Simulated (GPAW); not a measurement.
# C2 in line between two Pt chains: relaxation, then transmission at several levels, part 2 of 3

Aim: the conductance of C2 in line between two Pt chains after relaxation, and whether geometry, basis or functional moves it most.

GPAW 26.7.0; GPAW LCAO, PAW setups; relaxation of the junction within the symmetry of its start, lead ends held (the session's first sound run).

So far, transmission at the Fermi level (one spin): step 3 (double-zeta polarised basis) 2.29.

**4. Single-zeta polarised basis**

Level of this step: GPAW LCAO, PAW setups; Landauer transmission from Green's functions with principal layers (ASE), zero bias (GPAW).

The second zeta is dropped, the polarisation orbitals stay.

File run.py:

```python
import json
import numpy as np
from ase import Atoms
from ase.transport.calculators import TransportCalculator
from gpaw import GPAW, FermiDirac
from gpaw.lcao.tools import get_lcao_hamiltonian
from scipy.linalg import eigh

# The junction with lead layers at both ends, along the third cell vector
device = Atoms(
    ['Pt', 'Pt', 'Pt', 'Pt', 'Pt', 'Pt', 'Pt', 'Pt', 'C', 'C', 'Pt', 'Pt', 'Pt', 'Pt', 'Pt', 'Pt', 'Pt', 'Pt'],
    positions=[
        [4.50000, 4.50000, 1.20000],
        [4.50000, 4.50000, 3.60000],
        [4.50000, 4.50000, 6.00000],
        [4.50000, 4.50000, 8.40000],
        [4.50000, 4.50000, 10.80000],
        [4.50000, 4.50000, 13.20000],
        [4.50000, 4.50000, 15.60000],
        [4.50000, 4.50000, 17.97897],
        [4.50000, 4.50000, 19.78311],
        [4.50000, 4.50000, 21.08829],
        [4.50000, 4.50000, 22.89243],
        [4.50000, 4.50000, 25.27140],
        [4.50000, 4.50000, 27.67140],
        [4.50000, 4.50000, 30.07140],
        [4.50000, 4.50000, 32.47140],
        [4.50000, 4.50000, 34.87140],
        [4.50000, 4.50000, 37.27140],
        [4.50000, 4.50000, 39.67140]],
    cell=[[9.0, 0.0, 0.0], [0.0, 9.0, 0.0], [0.0, 0.0, 40.8714]],
    pbc=True)

# One principal layer of the lead: the first 5 atoms of the device
lead = Atoms(
    ['Pt', 'Pt', 'Pt', 'Pt', 'Pt'],
    positions=[
        [4.50000, 4.50000, 1.20000],
        [4.50000, 4.50000, 3.60000],
        [4.50000, 4.50000, 6.00000],
        [4.50000, 4.50000, 8.40000],
        [4.50000, 4.50000, 10.80000]],
    cell=[[9.0, 0.0, 0.0], [0.0, 9.0, 0.0], [0.0, 0.0, 12.0]],
    pbc=True)

settings = dict(mode='lcao', basis='szp(dzp)', xc='PBE', h=0.2,
                occupations=FermiDirac(0.1), maxiter=250,
                mixer=dict(beta=0.1, nmaxold=8, weight=100.0),
                convergence=dict(density=0.0001))
energies = np.arange(-2, 2 + 1e-9, 0.025)
eta = 0.0001
n1, n2 = 1, 1
# k and -k transmit alike, so half of the mesh across the current serves
mesh = [(i, j) for i in range(n1) for j in range(n2) if (i, j) <= (-i % n1, -j % n2)]
weights = np.array([1 if (i, j) == (-i % n1, -j % n2) else 2 for i, j in mesh]) / (n1 * n2)


def ground_state(atoms, size, txt):
    atoms.calc = GPAW(kpts={'size': size, 'gamma': True}, symmetry={'tolerance': 1e-3}, txt=txt, **settings)
    atoms.get_potential_energy()
    return atoms.calc.get_fermi_level()


def blocks(atoms, fermi, points, nz, cells):
    """H - E_F S and S between cell 0 and the cells above it, at each point across the current."""
    kz = np.arange(nz) / nz
    calc = atoms.calc.fixed_density(kpts=[(*k, z) for k in points for z in kz], symmetry='off', txt=None)
    H, S = get_lcao_hamiltonian(calc)
    H = (H - fermi * S).reshape(len(H), len(points), nz, *S.shape[1:])
    S = S.reshape(H.shape[1:])
    phases = [np.exp(-2j * np.pi * kz * R) / nz for R in cells]
    return [(np.einsum('skzij,z->ksij', H, p), np.einsum('kzij,z->kij', S, p)) for p in phases]


def pair(a, b):
    return np.block([[a, b], [b.T.conj(), a]])


def count_channels(h, s, cells, nk=240):
    """Half the number of times that the lead's bands cross each energy, unfolded to its shortest repeat."""
    b = len(h) // cells
    bands = []
    for k in (np.arange(nk + 1) + 0.5) / nk:
        hk, sk = h[:b, :b].copy(), s[:b, :b].copy()
        for R in range(1, cells):
            phase, block = np.exp(2j * np.pi * k * R), slice(R * b, (R + 1) * b)
            hk += h[:b, block] * phase + (h[:b, block] * phase).T.conj()
            sk += s[:b, block] * phase + (s[:b, block] * phase).T.conj()
        w, u = eigh(sk)
        x = u[:, w > 1e-5] / w[w > 1e-5]**0.5  # drop near-dependent combinations
        bands.append(np.r_[eigh(x.T.conj() @ hk @ x, eigvals_only=True), [1e9] * (w <= 1e-5).sum()])
    below = np.array(bands)[:, :, None] < energies
    return (below[1:] != below[:-1]).sum((0, 1)) / 2


fermi_lead = ground_state(lead, (1, 1, 10), 'lead.txt')
fermi_device = ground_state(device, (1, 1, 2), 'device.txt')
T, channels, eigen, tail, misfit, shifts = [], [], [], 0.0, 0.0, []
for first in range(0, len(mesh), 342):
    points = [(i / n1, j / n2) for i, j in mesh[first:first + 342]]
    (H0k, S0k), (H1k, S1k), (H2k, _) = blocks(lead, fermi_lead, points, 5, range(3))
    [(Hk, Sk)] = blocks(device, fermi_device, points, 2, [0])
    tail = max(tail, abs(H2k).max())
    for H0, S0, H1, S1, H, S in zip(H0k, S0k, H1k, S1k, Hk, Sk):
        n = len(S0)
        # Shift the lead onto the potential of the device's first layer
        shift = ((H[:, 0, 0] - H0[:, 0, 0]) / S0[0, 0]).real.mean()
        shifts.append(shift)
        misfit = max(misfit, abs(H[:, :n, :n] - H0 - shift * S0).max())
        Tk, Ck, Ek = [], [], []
        for s in range(len(H)):
            t = s % len(H0)  # a lead without moments serves both spins
            h1, s1 = pair(H0[t] + shift * S0, H1[t] + shift * S1), pair(S0, S1)
            leads = dict(h1=h1, s1=s1, energies=energies, eta=eta, eta1=eta, eta2=eta)
            calc = TransportCalculator(h=H[s], s=S, eigenchannels=3, **leads)
            Tk.append(calc.get_transmission())
            Ek.append(np.sort(calc.eigenchannels_ne, axis=0)[::-1])
            Ck.append(count_channels(h1, s1, 10))
        T.append(Tk)
        channels.append(Ck)
        eigen.append(Ek)
T, channels = np.array(T), np.array(channels)
mean, open_channels = np.einsum('kse,k->se', T, weights), np.einsum('kse,k->se', channels, weights)

print(f'basis functions: device {len(S)}, principal layer {n}')
print(f'Fermi level: lead {fermi_lead:.4f} eV, device {fermi_device:.4f} eV; lead shifted by {np.mean(shifts):.4f} eV')
print(f'largest coupling past the next layer {tail:.2e} eV, largest misfit of the first layer {misfit:.3f} eV')
print('  E-E_F (eV)   ' + 'T (one spin)  channels')
for e, t, c in zip(energies, mean.T, open_channels.T):
    print(f'{e:10.3f}  ', *[f'{x:11.4e}' for x in t], *[f'{x:9.4f}' for x in c])

kT = 8.617333e-5 * 300
fine = np.linspace(energies[0], energies[-1], 4001)
both = np.exp(np.interp(fine, energies, np.log(np.maximum(mean.sum(0) * 2 / len(mean), 1e-30))))
fermi = lambda mu: 1 / (1 + np.exp(np.clip((fine - mu) / kT, -200, 200)))
slope = fermi(0) * (1 - fermi(0)) / kT
G = np.trapezoid(both * slope, fine) / 2
seebeck = -np.trapezoid(both * slope * fine, fine) / (2 * G * 300) * 1e6
print(f'conductance at 300 K: {G:.5g} G0 a cell; thermopower {seebeck:.4g} uV/K')
bias = [0.1, 0.2, 0.5, 1.0, 1.5, 2.0]
current = [38.74 * np.trapezoid(both * (fermi(V / 2) - fermi(-V / 2)), fine) for V in bias]
for V, I in zip(bias, current):
    print(f'current from the zero-bias T(E) at {V} V: {I:.5g} uA')
zero = abs(energies).argmin()
json.dump(dict(energies=energies.tolist(), T=mean.tolist(), channels=open_channels.tolist(), G=G, seebeck=seebeck,
               bias=bias, current=current, tail=tail, misfit=misfit, shift=np.mean(shifts), n_device=len(S), n_lead=n,
               fermi=[fermi_lead, fermi_device], energy=device.get_potential_energy(),
               moments=device.get_magnetic_moments().tolist(), mesh=mesh, weights=weights.tolist(),
               T_k=T[:, :, zero].tolist(), eigen=np.array(eigen[0]).tolist()), open('result.json', 'w'))
```

Launch:

```
$ OMP_NUM_THREADS=1 OPENBLAS_NUM_THREADS=1 python run.py
```

The log of the run:

```text
basis functions: device 258, principal layer 75
Fermi level: lead -4.6629 eV, device -4.7941 eV; lead shifted by -0.0078 eV
largest coupling past the next layer 8.13e-06 eV, largest misfit of the first layer 0.126 eV
  E-E_F (eV)   T (one spin)  [channel counts left out]
    -2.000    1.6084e+00
    -1.975    1.6147e+00
    -1.950    1.6216e+00
    -1.925    1.6290e+00
    -1.900    1.6370e+00
    -1.875    1.6455e+00
    -1.850    1.6547e+00
    -1.825    1.6645e+00
    -1.800    1.6749e+00
    -1.775    1.6858e+00
    -1.750    1.6973e+00
    -1.725    1.7093e+00
    -1.700    1.7218e+00
    -1.675    1.7347e+00
    -1.650    1.7479e+00
    -1.625    1.7614e+00
[...]
1.825    6.1208e-02
     1.850    6.0920e-02
     1.875    6.0641e-02
     1.900    6.0369e-02
     1.925    6.0105e-02
     1.950    5.9848e-02
     1.975    5.9597e-02
     2.000    5.9352e-02
conductance at 300 K: 2.3619 G0 a cell; thermopower 0.1236 uV/K
current from the zero-bias T(E) at 0.1 V: 18.297 uA
current from the zero-bias T(E) at 0.2 V: 36.573 uA
current from the zero-bias T(E) at 0.5 V: 91.108 uA
current from the zero-bias T(E) at 1.0 V: 178.16 uA
current from the zero-bias T(E) at 1.5 V: 244.87 uA
current from the zero-bias T(E) at 2.0 V: 285.64 uA
```

The job ended after 2.6 min (1 thread of Intel Xeon Platinum 8375C at 2.90GHz (Ice Lake), shared host; peak memory 1.5 GiB).

Numbers from this step:

```yaml
conductance: 2.362 G₀
largest_coupling_past_the_next_principal_layer: 8.13e-6 eV
largest_misfit_of_the_first_principal_layer: 0.1257 eV
shift_that_aligns_the_lead: -0.007786 eV
basis_functions_of_the_junction: 258
basis_functions_of_a_principal_layer: 75
transmission_at_the_fermi_level_one_spin: 2.363
```

One spin. Transmission, zone mean against energy, zero at the Fermi level:

```
energy (eV)  transmission, zone mean
     -2.000                     1.61
     -1.800                     1.67
     -1.600                     1.78
     -1.400                     1.90
     -1.200                     1.97
     -1.000                     1.97
     -0.800                     2.02
     -0.600                     2.08
     -0.400                     2.20
     -0.200                     2.33
      0.000                     2.36
      0.200                     2.35
      0.300                     2.46
      0.400                     2.23
      0.600                     2.10
      0.800                    0.103
      1.000                   0.0841
      1.200                   0.0742
      1.400                   0.0682
      1.600                   0.0643
      1.800                   0.0615
      2.000                   0.0594
```

Not self-consistent under bias; the bias window is split evenly. The current through one cell, from the zero-bias transmission by bias:

```
bias (V)  current through one cell, from the zero-bias transmission (μA)
   0.100                                                            18.3
   0.200                                                            36.6
   0.500                                                            91.1
   1.000                                                             178
   1.500                                                             245
   2.000                                                             286
```

Transmission of the three most open eigenchannels against energy, zero at the Fermi level:

```
energy (eV)  channel 1  channel 2  channel 3
     -2.000      0.738      0.738      0.132
     -1.900      0.750      0.750      0.137
     -1.800      0.766      0.766      0.143
     -1.700      0.785      0.785      0.151
     -1.600      0.807      0.807      0.162
     -1.500      0.827      0.827      0.179
     -1.400      0.844      0.844      0.212
     -1.300      0.855      0.855      0.246
     -1.200      0.860      0.860      0.249
     -1.100      0.861      0.861      0.238
     -1.000      0.860      0.860      0.251
     -0.900      0.861      0.861      0.274
     -0.800      0.867      0.867      0.290
     -0.700      0.879      0.879      0.291
     -0.600      0.897      0.897      0.288
     -0.500      0.919      0.919      0.295
     -0.400      0.940      0.940      0.316
     -0.300      0.958      0.958      0.351
     -0.200      0.971      0.971      0.387
     -0.100      0.978      0.978      0.406
      0.000      0.980      0.980      0.402
      0.100      0.980      0.980      0.395
      0.200      0.979      0.979      0.394
      0.300      0.978      0.978      0.499
      0.400      0.980      0.980      0.271
      0.500      0.983      0.983      0.187
      0.600      0.977      0.977      0.144
      0.700      0.119     2.0e-7     2.0e-7
      0.800      0.103     1.3e-9    9.5e-11
      0.900     0.0918     1.3e-9    2.4e-12
      1.000     0.0841     1.3e-9          0
      1.100     0.0785     1.3e-9          0
      1.200     0.0742     1.3e-9          0
      1.300     0.0709     1.3e-9          0
      1.400     0.0682     1.3e-9          0
      1.500     0.0661     1.3e-9          0
      1.600     0.0643     1.3e-9          0
      1.700     0.0628     1.3e-9          0
      1.800     0.0615     1.3e-9          0
      1.900     0.0604     1.3e-9          0
      2.000     0.0594     1.3e-9          0
```

The conductance, 2.36 G₀, lies 3.4 % above that of the dzp run.

**5. Minimal basis**

One function for each valence shell of the setup, as for a first survey of a large system.

run.py, as its differences from that of step 4:

```diff
@@ -45,3 +45,3 @@
 
-settings = dict(mode='lcao', basis='szp(dzp)', xc='PBE', h=0.2,
+settings = dict(mode='lcao', basis='sz(dzp)', xc='PBE', h=0.2,
                 occupations=FermiDirac(0.1), maxiter=250,
```

The log of the run:

```text
basis functions: device 200, principal layer 60
Fermi level: lead -4.6766 eV, device -4.8229 eV; lead shifted by -0.0050 eV
largest coupling past the next layer 8.11e-06 eV, largest misfit of the first layer 0.053 eV
  E-E_F (eV)   T (one spin)  [channel counts left out]
    -2.000    1.7492e+00
    -1.975    1.7554e+00
    -1.950    1.7620e+00
[...]
1.975    7.4879e-02
     2.000    7.4800e-02
conductance at 300 K: 2.3829 G0 a cell; thermopower -0.2372 uV/K
current from the zero-bias T(E) at 0.1 V: 18.46 uA
current from the zero-bias T(E) at 0.2 V: 36.908 uA
current from the zero-bias T(E) at 0.5 V: 92.118 uA
current from the zero-bias T(E) at 1.0 V: 179.41 uA
current from the zero-bias T(E) at 1.5 V: 246.03 uA
current from the zero-bias T(E) at 2.0 V: 288.11 uA
```

Elapsed: 2 min, on 1 thread; peak memory 1.4 GiB.

Numbers from this step:

```yaml
conductance: 2.383 G₀
largest_coupling_past_the_next_principal_layer: 8.11e-6 eV
largest_misfit_of_the_first_principal_layer: 0.05350 eV
shift_that_aligns_the_lead: -0.005033 eV
basis_functions_of_the_junction: 200
basis_functions_of_a_principal_layer: 60
transmission_at_the_fermi_level_one_spin: 2.384
```

One spin. The transmission, zone mean by energy, zero at the Fermi level:

energy (eV), transmission, zone mean and a bar:
```
   -2.000       1.75 ####################
   -1.800       1.81 #####################
   -1.600       1.89 ######################
   -1.400       1.99 #######################
   -1.200       2.03 ########################
   -1.000       2.04 ########################
   -0.800       2.09 ########################
   -0.600       2.13 #########################
   -0.400       2.22 ##########################
   -0.200       2.34 ###########################
    0.000       2.38 ############################
    0.200       2.40 ############################
    0.275       2.57 ##############################
    0.400       2.20 ##########################
    0.600       2.06 ########################
    0.800       0.10 
    1.000       0.09 
    1.200       0.08 
    1.400       0.08 
    1.600       0.08 
    1.800       0.08 
    2.000       0.07
```

The conductance, 2.38 G₀, lies 4.3 % above that of the dzp run.

**6. RPBE in the dzp basis: xc = "RPBE"**

Back in the dzp basis, the functional changes from PBE to RPBE, to set the spread between functionals beside that between bases.

run.py, as its differences from that of step 5:

```diff
@@ -45,3 +45,3 @@
 
-settings = dict(mode='lcao', basis='sz(dzp)', xc='PBE', h=0.2,
+settings = dict(mode='lcao', basis='dzp', xc='RPBE', h=0.2,
                 occupations=FermiDirac(0.1), maxiter=250,
```

The log of the run:

```text
basis functions: device 458, principal layer 135
Fermi level: lead -4.4322 eV, device -4.4953 eV; lead shifted by -0.0068 eV
largest coupling past the next layer 8.00e-06 eV, largest misfit of the first layer 0.135 eV
  E-E_F (eV)   T (one spin)  [channel counts left out]
    -2.000    1.7161e+00
    -1.975    1.7189e+00
    -1.950    1.7220e+00
[...]
1.975    6.3857e-02
     2.000    6.3479e-02
conductance at 300 K: 2.2902 G0 a cell; thermopower 0.4628 uV/K
current from the zero-bias T(E) at 0.1 V: 17.741 uA
current from the zero-bias T(E) at 0.2 V: 35.457 uA
current from the zero-bias T(E) at 0.5 V: 88.248 uA
current from the zero-bias T(E) at 1.0 V: 172.15 uA
current from the zero-bias T(E) at 1.5 V: 241.32 uA
current from the zero-bias T(E) at 2.0 V: 282.8 uA
```

Wall time 3.7 min (1 thread); peak memory 1.5 GiB.

Numbers from this step:

- conductance: 2.290 G₀
- largest coupling past the next principal layer: 8.00e-6 eV
- largest misfit of the first principal layer: 0.1346 eV
- shift that aligns the lead: -0.006815 eV
- basis functions of the junction: 458
- basis functions of a principal layer: 135
- transmission at the Fermi level (one spin): 2.292

One spin. Transmission, zone mean against energy, zero at the Fermi level:

energy (eV), transmission, zone mean and a bar:
```
   -2.000       1.72 ######################
   -1.900       1.73 ######################
   -1.800       1.75 ######################
   -1.700       1.79 #######################
   -1.600       1.83 #######################
   -1.500       1.92 ########################
   -1.400       1.99 #########################
   -1.300       2.00 #########################
   -1.200       1.99 #########################
   -1.100       1.99 #########################
   -1.000       2.00 ##########################
   -0.900       2.01 ##########################
   -0.800       2.00 ##########################
   -0.700       2.00 ##########################
   -0.600       2.02 ##########################
   -0.500       2.07 ##########################
   -0.400       2.13 ###########################
   -0.300       2.20 ############################
   -0.200       2.27 #############################
   -0.100       2.30 #############################
    0.000       2.29 #############################
    0.100       2.27 #############################
    0.200       2.26 #############################
    0.300       2.34 ##############################
    0.400       2.14 ###########################
    0.500       2.05 ##########################
    0.600       1.95 #########################
    0.700       1.30 ################
    0.800       0.12 #
    0.900       0.10 #
    1.000       0.10 
    1.100       0.09 
    1.200       0.08 
    1.300       0.08 
    1.400       0.08 
    1.500       0.07 
    1.600       0.07 
    1.700       0.07 
    1.800       0.07 
    1.900       0.07 
    2.000       0.06
```

The conductance, 2.29 G₀, lies 0.3 % above that of the dzp run.

[end of part 2 of 3]

[Logs are printed without paths, hosts, clocks, repeated set-up lines and the standing remarks that a program may print on its own settings, such as how far it seeks lower states.]

[Hosts, paths, dates, database ids (printed as entryN), source tags and the programs' standing remarks are cut or masked in the printed files.]
